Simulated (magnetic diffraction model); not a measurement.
**Magnetic neutron pattern of CaZnFe2S5**

Space group P1 (no. 1), a = 4.5030 Å, b = 4.6270 Å, c = 9.0480 Å, α = 89.57°, β = 89.85°, γ = 88.75°.

```
site  atom       x       y       z
  1a    Zn  0.9980  0.0068  0.9783
  1a    Fe  0.5125  0.4929  0.7412
  1a    Fe  0.4969  0.4933  0.2504
  1a    Ca  0.0178  0.9870  0.5079
  1a     S  0.5018  0.5027  0.0049
  1a     S  0.4822  0.0011  0.3018
  1a     S  0.5047  0.9861  0.7070
  1a     S  0.9974  0.4942  0.3028
  1a     S  0.0034  0.5114  0.7033
```

The compound is invented for this exercise: a known structure type with other elements, its cell scaled to their sizes and not relaxed.

Only Fe is taken to order (form factors of Fe3+); orders and moment sizes are assumed, and not adapted to the symmetry. Radiation: neutrons of λ = 2.0775 Å, 3° to 35°; isotropic B of 0.58 Å² (Zn), 0.53 Å² (Fe), 0.57 Å² (Ca) and 0.57 Å² (S). Simulated constant-wavelength pattern: nuclear and magnetic terms add, the magnetic one as |2.695 fm × Σ f S⊥ exp(2πi Q·r) exp(−B s²)|², summed over all Q at one angle with the factor 1/(sin²θ cos θ). For collinear order S is the moment m, which repeats by lattice and centring translations R with the sign exp(−2πi k·R). Free-ion form factors, Sears's scattering lengths of 1992, no absorption; a label names one of the reflections at its angle. The strongest nuclear line in the range is 100, and lines under 0.2 are left out.

Assume the order k = (1/2 0 1/2), collinear moments along [100], 4.49 μB on Fe; signs + at (0.5125, 0.4929, 0.7412), − at (0.4969, 0.4933, 0.2504).

Predict the pattern, nuclear and magnetic parts apart.

```
2θ (°)         index  nuclear  magnetic
 13.19       (0 0 1)      1.7       0.0
 14.79   (1/2 0 1/2)      0.0      75.5
 14.82  (1/2 0 -1/2)      0.0      69.1
 23.90   (1/2 0 3/2)      0.0      94.6
 23.95  (1/2 0 -3/2)      0.0     103.2
 25.95       (0 1 0)     58.7       0.0
 26.55       (0 0 2)    100.0       0.0
 26.68       (1 0 0)     55.4       0.0
 29.13       (0 1 1)      1.2       0.0
 29.31      (0 1 -1)      1.3       0.0
 29.70   (1/2 1 1/2)      0.0      64.7
 29.80  (1/2 1 -1/2)      0.0      58.4
 29.84       (1 0 1)      3.5       0.0
 30.23  (-1/2 1 1/2)      0.0      56.5
 30.30  (1/2 -1 1/2)      0.0      62.5
```

The strongest magnetic line in the range is (1/2 0 -3/2) at 23.95° (103.2). On top of the Lorentz factor, which all lines share, magnetic lines fade with angle because f falls: for Fe3+ it is 0.92, 0.72, 0.50 and 0.17 at sin θ/λ = 0.1, 0.2, 0.3 and 0.5 Å⁻¹, while nuclear lengths stay constant. The order has no net moment.

[Logs are printed without paths, hosts, clocks, repeated set-up lines and the standing remarks that a program may print on its own settings, such as how far it seeks lower states.]
